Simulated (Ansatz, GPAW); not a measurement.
# A 2-layer slab of Re(0001): work function by functional and basis, part 2 of 3

Aim: the work function of both faces of a 2-layer slab of Re(0001), and its spread over functionals and bases.

GPAW 26.7.0 and Ansatz 0.2.0; Ansatz plane waves; slab in vacuum with a dipole correction, relaxation (the session's first sound run).

So far, upper work function (eV): step 2 (relaxation) 4.86.

## 3. The slab's potential

With the geometry fixed, the planar mean of the potential gives the vacuum level on each side.

This step: GPAW, PAW setups; slab in vacuum (GPAW 26.7.0).

File run.py:

```python
import json
import numpy as np
from ase import Atoms
from gpaw import GPAW, PW

slab = Atoms(
    ['Re', 'Re'],
    positions=[
        [2.76000, 1.59349, 8.00000],
        [-0.00000, -0.00000, 10.05540]],
    cell=[[2.76, 0.0, 0.0], [1.38, 2.39023, 0.0], [0.0, 0.0, 18.2287]],
    pbc=[True, True, False])

slab.calc = GPAW(mode=PW(400), xc='PBE', kpts={'size': (13, 13, 1), 'gamma': True},
                 occupations={'name': 'fermi-dirac', 'width': 0.1}, nbands='140%',
                 convergence={'density': 1e-05}, maxiter=200,
                 poissonsolver={'dipolelayer': 'xy'},
                 symmetry={'tolerance': 1e-3}, txt='slab.txt')
result = {}
energy = slab.get_potential_energy()
fermi = slab.calc.get_fermi_level()
v = slab.calc.get_electrostatic_potential().mean((0, 1)) - fermi
n = slab.calc.get_pseudo_density().mean((0, 1))
L = slab.cell[2, 2]
z = np.arange(len(v)) * L / len(v)
low, high = slab.positions[:, 2].min(), slab.positions[:, 2].max()
below, above = np.interp([low - 5.8, high + 5.8], z, v)
slopes = [np.interp(x, z, np.gradient(v, z)) for x in (low - 5.8, high + 5.8)]
eps = np.array([[slab.calc.get_eigenvalues(k, s) for k in range(len(slab.calc.get_ibz_k_points()))]
                for s in range(slab.calc.get_number_of_spins())]) - fermi
top, bottom = eps[eps < 0].max(), eps[eps > 0].min()
dipole = slab.get_dipole_moment()[2]
print(f'energy {energy:.4f} eV, Fermi level {fermi:.4f} eV, dipole {dipole:.5f} e A')
print(f'potential 5.8 A off the faces, from the Fermi level: lower {below:.4f} eV, upper {above:.4f} eV')
print(f'slope of the potential there: lower {slopes[0]:.5f}, upper {slopes[1]:.5f} eV/A')
print(f'nearest levels on the mesh: {top:.4f} and {bottom:.4f} eV')
print('magnetic moment', round(slab.get_magnetic_moment(), 3))
result.update(energy=energy, fermi=fermi, dipole=dipole, below=below, above=above, slopes=slopes, edges=[top, bottom],
              z=z.tolist(), v=v.tolist(), n=n.tolist(), positions=slab.positions.tolist(),
              forces=slab.get_forces(apply_constraint=False).tolist(), moments=slab.get_magnetic_moments().tolist())
json.dump(result, open('result.json', 'w'))
```

The run is started by

```bash
$ OMP_NUM_THREADS=1 OPENBLAS_NUM_THREADS=2 python run.py
```

Numbers of over 12 decimals in the logs are rounded to 6 here.

Output:

```text
energy -21.0767 eV, Fermi level -0.0919 eV, dipole 0.00001 e A
potential 5.8 A off the faces, from the Fermi level: lower 4.8585 eV, upper 4.8588 eV
slope of the potential there: lower -0.00011, upper 0.00019 eV/A
nearest levels on the mesh: -0.0048 and 0.0465 eV
magnetic moment 0.0
```

Wall time 11 s (2 threads of Intel Xeon 6975P-C (Granite Rapids), shared host); peak memory 0.17 GiB.

Numbers from this step:

```yaml
dipole_along_the_normal: 5.88e-6 e·Å
levels_nearest_the_fermi_level_on_the_mesh: -0.004803, 0.04651 eV from the Fermi level
lower_work_function: 4.859 eV
```

Table of electrostatic potential energy of an electron (without an applied field's), less the Fermi level, planar mean by z:

| z (Å) | electrostatic potential energy of an electron (without an applied field's), less the Fermi level, planar mean (eV) |
| --- | --- |
| 0.0 | 4.86 |
| 0.5 | 4.86 |
| 1.0 | 4.86 |
| 1.5 | 4.86 |
| 2.0 | 4.86 |
| 2.5 | 4.86 |
| 3.0 | 4.86 |
| 3.5 | 4.86 |
| 4.0 | 4.86 |
| 4.5 | 4.85 |
| 5.0 | 4.82 |
| 5.5 | 4.72 |
| 6.0 | 4.38 |
| 6.5 | 3.17 |
| 7.0 | -1.11 |
| 7.5 | -14.7 |
| 8.0 | -29.2 |
| 8.5 | -15.2 |
| 9.0 | -3.95 |
| 9.5 | -13.1 |
| 10.0 | -28.8 |
| 10.5 | -16.9 |
| 11.0 | -2.04 |
| 11.5 | 2.91 |
| 12.0 | 4.31 |
| 12.5 | 4.70 |
| 13.0 | 4.81 |
| 13.5 | 4.85 |
| 14.0 | 4.86 |
| 14.5 | 4.86 |
| 15.0 | 4.86 |
| 15.5 | 4.86 |
| 16.0 | 4.86 |
| 16.5 | 4.86 |
| 17.0 | 4.86 |
| 17.5 | 4.86 |
| 18.0 | 4.86 |

The pseudo valence density, planar mean by z:

| z (Å) | pseudo valence density, planar mean (e/Å³) |
| --- | --- |
| 4 | 1.1e-4 |
| 5 | 0.00137 |
| 6 | 0.0173 |
| 7 | 0.226 |
| 8 | 1.70 |
| 9 | 0.493 |
| 10 | 1.68 |
| 11 | 0.260 |
| 12 | 0.0198 |
| 13 | 0.00156 |
| 14 | 1.3e-4 |

The potential is flat to 1.9e-4 eV/Å where it is read, so the vacuum is wide enough. The geometry is the other program's minimum; here the largest force on a free atom is 0.014 eV/Å.

## 4. Self-consistent run: xc = "LDA"

The same geometry under LDA, to see how far the functional moves the levels against the vacuum.

run.py: that of step 3 with these lines changed.

```diff
@@ -13,3 +13,3 @@
 
-slab.calc = GPAW(mode=PW(400), xc='PBE', kpts={'size': (13, 13, 1), 'gamma': True},
+slab.calc = GPAW(mode=PW(400), xc='LDA', kpts={'size': (13, 13, 1), 'gamma': True},
                  occupations={'name': 'fermi-dirac', 'width': 0.1}, nbands='140%',
```

Output:

```text
energy -23.4798 eV, Fermi level -0.4102 eV, dipole 0.00000 e A
potential 5.8 A off the faces, from the Fermi level: lower 5.1710 eV, upper 5.1714 eV
slope of the potential there: lower -0.00009, upper 0.00018 eV/A
nearest levels on the mesh: -0.0361 and 0.0189 eV
magnetic moment 0.0
```

Wall time 11 s (2 threads); peak memory 0.16 GiB.

This step gave:

```
dipole along the normal                    : 4.19e-6 e·Å
levels nearest the Fermi level on the mesh : -0.03609, 0.01894 eV from the Fermi level
upper work function                        : 5.171 eV
lower work function                        : 5.171 eV
```

The electrostatic potential energy of an electron (without an applied field's), less the Fermi level, planar mean by z:

| z (Å) | electrostatic potential energy of an electron (without an applied field's), less the Fermi level, planar mean (eV) |
| --- | --- |
| 0.0 | 5.17 |
| 0.5 | 5.17 |
| 1.0 | 5.17 |
| 1.5 | 5.17 |
| 2.0 | 5.17 |
| 2.5 | 5.17 |
| 3.0 | 5.17 |
| 3.5 | 5.17 |
| 4.0 | 5.17 |
| 4.5 | 5.16 |
| 5.0 | 5.13 |
| 5.5 | 5.04 |
| 6.0 | 4.69 |
| 6.5 | 3.47 |
| 7.0 | -0.820 |
| 7.5 | -14.4 |
| 8.0 | -28.8 |
| 8.5 | -14.8 |
| 9.0 | -3.58 |
| 9.5 | -12.8 |
| 10.0 | -28.5 |
| 10.5 | -16.6 |
| 11.0 | -1.75 |
| 11.5 | 3.21 |
| 12.0 | 4.62 |
| 12.5 | 5.02 |
| 13.0 | 5.13 |
| 13.5 | 5.16 |
| 14.0 | 5.17 |
| 14.5 | 5.17 |
| 15.0 | 5.17 |
| 15.5 | 5.17 |
| 16.0 | 5.17 |
| 16.5 | 5.17 |
| 17.0 | 5.17 |
| 17.5 | 5.17 |
| 18.0 | 5.17 |

The pseudo valence density, planar mean by z:

| z (Å) | pseudo valence density, planar mean (e/Å³) |
| --- | --- |
| 0.00 | 0 |
| 0.61 | 0 |
| 1.22 | 0 |
| 1.82 | 0 |
| 2.43 | 0 |
| 3.04 | 8.3e-6 |
| 3.65 | 3.9e-5 |
| 4.25 | 1.9e-4 |
| 5.06 | 0.00157 |
| 5.67 | 0.00742 |
| 6.28 | 0.0341 |
| 6.89 | 0.161 |
| 7.49 | 0.777 |
| 8.10 | 1.69 |
| 8.71 | 0.577 |
| 9.32 | 0.559 |
| 9.92 | 1.64 |
| 10.53 | 0.839 |
| 11.14 | 0.174 |
| 11.75 | 0.0367 |
| 12.36 | 0.00799 |
| 12.96 | 0.00169 |
| 13.77 | 2.1e-4 |
| 14.38 | 4.2e-5 |
| 14.99 | 8.9e-6 |
| 15.60 | 1.8e-6 |
| 16.20 | 0 |
| 16.81 | 0 |
| 17.42 | 0 |
| 18.03 | 0 |

Force by atom:

| atom | x (eV/Å) | y (eV/Å) | z (eV/Å) | size |
| --- | --- | --- | --- | --- |
| Re1 | 0.000 | 0.000 | 0.982 | 0.982 |
| Re2 | 0.000 | 0.000 | -0.982 | 0.982 |

The upper face's work function is 5.171 eV, against 4.859 eV in the first plane-wave PBE run at this geometry.

## 5. Self-consistent run: xc = "revPBE"

The same geometry under revPBE, to see how far the functional moves the levels against the vacuum.

run.py: that of step 4 with these lines changed.

```diff
@@ -13,3 +13,3 @@
 
-slab.calc = GPAW(mode=PW(400), xc='LDA', kpts={'size': (13, 13, 1), 'gamma': True},
+slab.calc = GPAW(mode=PW(400), xc='revPBE', kpts={'size': (13, 13, 1), 'gamma': True},
                  occupations={'name': 'fermi-dirac', 'width': 0.1}, nbands='140%',
```

Output:

```text
energy -20.2285 eV, Fermi level 0.0181 eV, dipole 0.00001 e A
potential 5.8 A off the faces, from the Fermi level: lower 4.7268 eV, upper 4.7272 eV
slope of the potential there: lower -0.00012, upper 0.00021 eV/A
nearest levels on the mesh: -0.0050 and 0.0527 eV
magnetic moment 0.0
```

Elapsed: 12 s, on 2 threads; peak memory 0.17 GiB.

This step gave:

```yaml
dipole_along_the_normal: 6.50e-6 e·Å
levels_nearest_the_fermi_level_on_the_mesh: -0.005040, 0.05269 eV from the Fermi level
upper_work_function: 4.727 eV
lower_work_function: 4.727 eV
```

The electrostatic potential energy of an electron (without an applied field's), less the Fermi level, planar mean by z:

| z (Å) | electrostatic potential energy of an electron (without an applied field's), less the Fermi level, planar mean (eV) |
| --- | --- |
| 0 | 4.73 |
| 1 | 4.73 |
| 2 | 4.73 |
| 3 | 4.73 |
| 4 | 4.72 |
| 5 | 4.69 |
| 6 | 4.26 |
| 7 | -1.18 |
| 8 | -29.2 |
| 9 | -4.01 |
| 10 | -28.9 |
| 11 | -2.11 |
| 12 | 4.19 |
| 13 | 4.68 |
| 14 | 4.72 |
| 15 | 4.73 |
| 16 | 4.73 |
| 17 | 4.73 |
| 18 | 4.73 |

The upper face's work function is 4.727 eV, against 4.859 eV in the first plane-wave PBE run at this geometry.

## 6. Self-consistent run: xc = "vdW-DF2"

The same geometry under vdW-DF2, to see how far the functional moves the levels against the vacuum (the van der Waals functionals take revPBE setups).

run.py: that of step 5 with these lines changed.

```diff
@@ -13,3 +13,3 @@
 
-slab.calc = GPAW(mode=PW(400), xc='revPBE', kpts={'size': (13, 13, 1), 'gamma': True},
+slab.calc = GPAW(mode=PW(400), xc='vdW-DF2', kpts={'size': (13, 13, 1), 'gamma': True},
                  occupations={'name': 'fermi-dirac', 'width': 0.1}, nbands='140%',
```

Output:

```text
energy -322.8111 eV, Fermi level -0.1961 eV, dipole 0.00001 e A
potential 5.8 A off the faces, from the Fermi level: lower 5.1190 eV, upper 5.1195 eV
slope of the potential there: lower -0.00019, upper 0.00030 eV/A
nearest levels on the mesh: -0.0653 and 0.0168 eV
magnetic moment 0.0
```

Elapsed: 16 s, on 2 threads; peak memory 0.27 GiB.

This step gave:

```
dipole along the normal                    : 7.02e-6 e·Å
levels nearest the Fermi level on the mesh : -0.06532, 0.01680 eV from the Fermi level
upper work function                        : 5.119 eV
lower work function                        : 5.119 eV
```

The electrostatic potential energy of an electron (without an applied field's), less the Fermi level, planar mean by z:

| z (Å) | electrostatic potential energy of an electron (without an applied field's), less the Fermi level, planar mean (eV) |
| --- | --- |
| 0.0 | 5.12 |
| 0.5 | 5.12 |
| 1.0 | 5.12 |
| 1.5 | 5.12 |
| 2.0 | 5.12 |
| 2.5 | 5.12 |
| 3.0 | 5.12 |
| 3.5 | 5.12 |
| 4.0 | 5.11 |
| 4.5 | 5.10 |
| 5.0 | 5.06 |
| 5.5 | 4.92 |
| 6.0 | 4.50 |
| 6.5 | 3.14 |
| 7.0 | -1.28 |
| 7.5 | -14.9 |
| 8.0 | -29.4 |
| 8.5 | -15.5 |
| 9.0 | -4.40 |
| 9.5 | -13.5 |
| 10.0 | -29.0 |
| 10.5 | -17.1 |
| 11.0 | -2.22 |
| 11.5 | 2.87 |
| 12.0 | 4.41 |
| 12.5 | 4.90 |
| 13.0 | 5.05 |
| 13.5 | 5.10 |
| 14.0 | 5.11 |
| 14.5 | 5.12 |
| 15.0 | 5.12 |
| 15.5 | 5.12 |
| 16.0 | 5.12 |
| 16.5 | 5.12 |
| 17.0 | 5.12 |
| 17.5 | 5.12 |
| 18.0 | 5.12 |

The upper face's work function is 5.119 eV, against 4.859 eV in the first plane-wave PBE run at this geometry.

## 7. Real-space grid: mode = "fd"

A real-space grid is a second complete basis, so it checks the plane-wave result.

run.py: that of step 6 with these lines changed.

```diff
@@ -3,3 +3,3 @@
 from ase import Atoms
-from gpaw import GPAW, PW
+from gpaw import GPAW
 
@@ -13,3 +13,3 @@
 
-slab.calc = GPAW(mode=PW(400), xc='vdW-DF2', kpts={'size': (13, 13, 1), 'gamma': True},
+slab.calc = GPAW(mode='fd', h=0.18, xc='PBE', kpts={'size': (13, 13, 1), 'gamma': True},
                  occupations={'name': 'fermi-dirac', 'width': 0.1}, nbands='140%',
```

Output:

```text
energy -21.1878 eV, Fermi level -4.8592 eV, dipole 0.00000 e A
potential 5.8 A off the faces, from the Fermi level: lower 4.8591 eV, upper 4.8591 eV
slope of the potential there: lower -0.00008, upper 0.00008 eV/A
nearest levels on the mesh: -0.0060 and 0.0470 eV
magnetic moment 0.0
```

Wall time 58 s (2 threads); peak memory 0.31 GiB.

Numbers from this step:

```yaml
dipole_along_the_normal: 2.99e-7 e·Å
levels_nearest_the_fermi_level_on_the_mesh: -0.005977, 0.04699 eV from the Fermi level
upper_work_function: 4.859 eV
lower_work_function: 4.859 eV
```

The electrostatic potential energy of an electron (without an applied field's), less the Fermi level, planar mean by z:

| z (Å) | electrostatic potential energy of an electron (without an applied field's), less the Fermi level, planar mean (eV) |
| --- | --- |
| 0.0 | 4.86 |
| 0.5 | 4.86 |
| 1.0 | 4.86 |
| 1.5 | 4.86 |
| 2.0 | 4.86 |
| 2.5 | 4.86 |
| 3.0 | 4.86 |
| 3.5 | 4.86 |
| 4.0 | 4.86 |
| 4.5 | 4.85 |
| 5.0 | 4.82 |
| 5.5 | 4.72 |
| 6.0 | 4.38 |
| 6.5 | 3.17 |
| 7.0 | -1.11 |
| 7.5 | -14.7 |
| 8.0 | -29.1 |
| 8.5 | -15.2 |
| 9.0 | -3.96 |
| 9.5 | -13.1 |
| 10.0 | -28.8 |
| 10.5 | -16.9 |
| 11.0 | -2.03 |
| 11.5 | 2.92 |
| 12.0 | 4.31 |
| 12.5 | 4.70 |
| 13.0 | 4.81 |
| 13.5 | 4.85 |
| 14.0 | 4.86 |
| 14.5 | 4.86 |
| 15.0 | 4.86 |
| 15.5 | 4.86 |
| 16.0 | 4.86 |
| 16.5 | 4.86 |
| 17.0 | 4.86 |
| 17.5 | 4.86 |
| 18.0 | 4.86 |

The upper face's work function is 4.859 eV, against 4.859 eV in the first plane-wave PBE run at this geometry.

## 8. Atomic orbitals: mode = "lcao"

Atom-centred orbitals end a few angstrom from the surface, which tests how much the density's tail matters.

run.py: that of step 7 with these lines changed.

```diff
@@ -13,4 +13,4 @@
 
-slab.calc = GPAW(mode='fd', h=0.18, xc='PBE', kpts={'size': (13, 13, 1), 'gamma': True},
-                 occupations={'name': 'fermi-dirac', 'width': 0.1}, nbands='140%',
+slab.calc = GPAW(mode='lcao', basis='dzp', h=0.18, xc='PBE', kpts={'size': (13, 13, 1), 'gamma': True},
+                 occupations={'name': 'fermi-dirac', 'width': 0.1}, nbands='120%',
                  convergence={'density': 1e-05}, maxiter=200,
```

Output:

```text
energy -20.3959 eV, Fermi level -4.8577 eV, dipole 0.00000 e A
potential 5.8 A off the faces, from the Fermi level: lower 4.8577 eV, upper 4.8577 eV
slope of the potential there: lower -0.00000, upper 0.00000 eV/A
nearest levels on the mesh: -0.0132 and 0.0029 eV
magnetic moment 0.0
```

The job ended after 2.2 min (2 threads; peak memory 0.21 GiB).

Numbers from this step:

| Quantity | Value |
| --- | --- |
| dipole along the normal | 2.13e-6 e·Å |
| levels nearest the Fermi level on the mesh | -0.01317, 0.002874 eV from the Fermi level |
| upper work function | 4.858 eV |
| lower work function | 4.858 eV |

The upper face's work function is 4.858 eV, against 4.859 eV in the first plane-wave PBE run at this geometry.

## 9. All levels side by side

Times are for 2 threads of Intel Xeon 6975P-C (Granite Rapids), shared host. The series side by side:

| no. | run | upper work function (eV) | time | memory (GiB) |
| --- | --- | --- | --- | --- |
| 1 | pw | 4.859 | 11 s | 0.17 |
| 2 | LDA | 5.171 | 11 s | 0.16 |
| 3 | revPBE | 4.727 | 12 s | 0.17 |
| 4 | vdW DF2 | 5.119 | 16 s | 0.27 |
| 5 | fd | 4.859 | 58 s | 0.31 |
| 6 | lcao | 4.858 | 2.2 min | 0.21 |

## 10. A second plane-wave code

A second program with its own datasets checks the number independently.

This step: Ansatz plane waves; slab in vacuum with a dipole correction (Ansatz 0.2.0).

File input.yaml:

```yaml
crystal:
  lattice:
    - [2.76, 0.0, 0.0]
    - [1.38, 2.3902301144, 0.0]
    - [0.0, 0.0, 18.2287]
  atoms:
    - { symbol: Re, position: [0.6666666667, 0.6666666667, 0.4388683779] }
    - { symbol: Re, position: [0.0, 0.0, 0.55162473] }
kpoints:
  mp_grid: { grid: [13, 13, 1] }
hamiltonian:
  xc: pbe
scf:
  occupations: { method: fermi_dirac, width: 0.1 }
efield:
  axis: 3
  dipole_correction: true
  ramp_width: 0.05
output:
  forces: true
  write_potential: true
  write_density: true
  volumetric_format: npy
```

The run is started by

```bash
$ ansatz run input.yaml --threads 2 --pin off --max-ram 4096MiB --backend cpu --events-out ev --progress --plain --runs-dir out
```

Output:

```text
[...]
Crystal: 2 atoms, lattice volume = 120.255 Å³
Basis set: ecut = 420 eV, 2359 PW (Γ), exchange–correlation on 40×40×250 points (8 copies of the dense FFT grid, shifted against one another)
Bands: 19, of which v1, the nominal top of the filled ones, is band 15 counted from 1 (14 counted from 0)
Symmetry: 6 space group operations
k-points: 21 of 169 (time reversal used)
[...]
SCF iter   1: F=—  HF=-21734.055779 eV  |F-HF|=—  |Δ(HF+E_count)|=         —  Δρ=6.64e-3  dr2=1.80e-1  ethr=1.77e-3  p=-0.000 e·Å  D=-2.17e-6 V/Å  ΔV_dip=0.00 eV  dr2_dipole=2.96e-7  V_vac-E_F(+/−)=5.19/5.19 eV  ⟨swp⟩=6.7  Hψ=2097  notcnv=0
[...]
SCF iter   8: F=-21734.030724 eV  HF=-21734.030724 eV  |F-HF|=1.54e-8  |Δ(HF+E_count)|=   4.43e-8  Δρ=3.87e-6  dr2=3.07e-8  ethr=3.33e-10  p=0.000 e·Å  D=1.90e-6 V/Å  ΔV_dip=-0.00 eV  dr2_dipole=1.50e-9  V_vac-E_F(+/−)=4.86/4.86 eV  ⟨swp⟩=13.8  Hψ=3477  notcnv=0
SCF 1 converged in 8 iterations: F = -21734.030724 eV  dr2 = 3.07e-8
[...]
SCF converged after 8 iterations
Free energy (F): -21734.030724 eV
[...]
Internal energy: -21733.959426 eV  (E = F + TS)
E sigma→0 (E₀):  -21733.995075 eV
Entropy (-TS):   -0.071298 eV (-35.649 meV/atom)
Fermi energy:    2.270848 eV
Dipole field:    D = 0.000069 V/Å  (p = 0.000046 e·Å, saw-weighted, corrected)
Work function:   Φ+ = 4.8581 eV   Φ− = 4.8593 eV
[...]
--- Forces (eV/Å), atoms counted from 1 ---
  atom   1  Re     0.00000000     0.00000000    -0.00042543
  atom   2  Re    -0.00000000    -0.00000000     0.00029268
  max |Σ_I F_I| component: 1.33e-4 eV/Å
--- Band table (eV; the first three rows and the last of 21) ---
  k-point 0: bands = [... 11 lower, 0.8091, 0.8961, 0.9112, 1.0958, 1.0958, 3.1983, 3.8700, 3.8700]
  k-point 1: bands = [... 11 lower, 0.4972, 1.0010, 1.0646, 1.2536, 1.4484, 2.7753, 3.7966, 3.8091]
  k-point 2: bands = [... 11 lower, 0.0249, 1.1308, 1.4357, 1.5964, 1.7520, 2.2107, 3.7364, 3.8823]
  k-point 20: bands = [... 11 lower, 0.2403, 0.5664, 0.9872, 1.2346, 4.0888, 4.7492, 5.2120, 9.3617]
```

Wall time 1.5 s (2 threads); peak memory 0.46 GiB; 2.8 s of CPU time.

Reading the cycles: dr2 is the Hartree energy of the density residual (eV), the measure of convergence; HF is the Harris–Foulkes estimate of the energy, which meets the free energy F at convergence.

This step gave:

```
lower work function     : 4.859 eV
dipole along the normal : 4.59e-5 e·Å
dipole field            : 6.90e-5 V/Å
vacuum level above      : 7.129 eV
vacuum level below      : 7.130 eV
```

[end of part 2 of 3]

[Logs are printed without paths, hosts, clocks, repeated set-up lines and the standing remarks that a program may print on its own settings, such as how far it seeks lower states.]

[Hosts, paths, dates, database ids (printed as entryN), source tags and the programs' standing remarks are cut or masked in the printed files.]
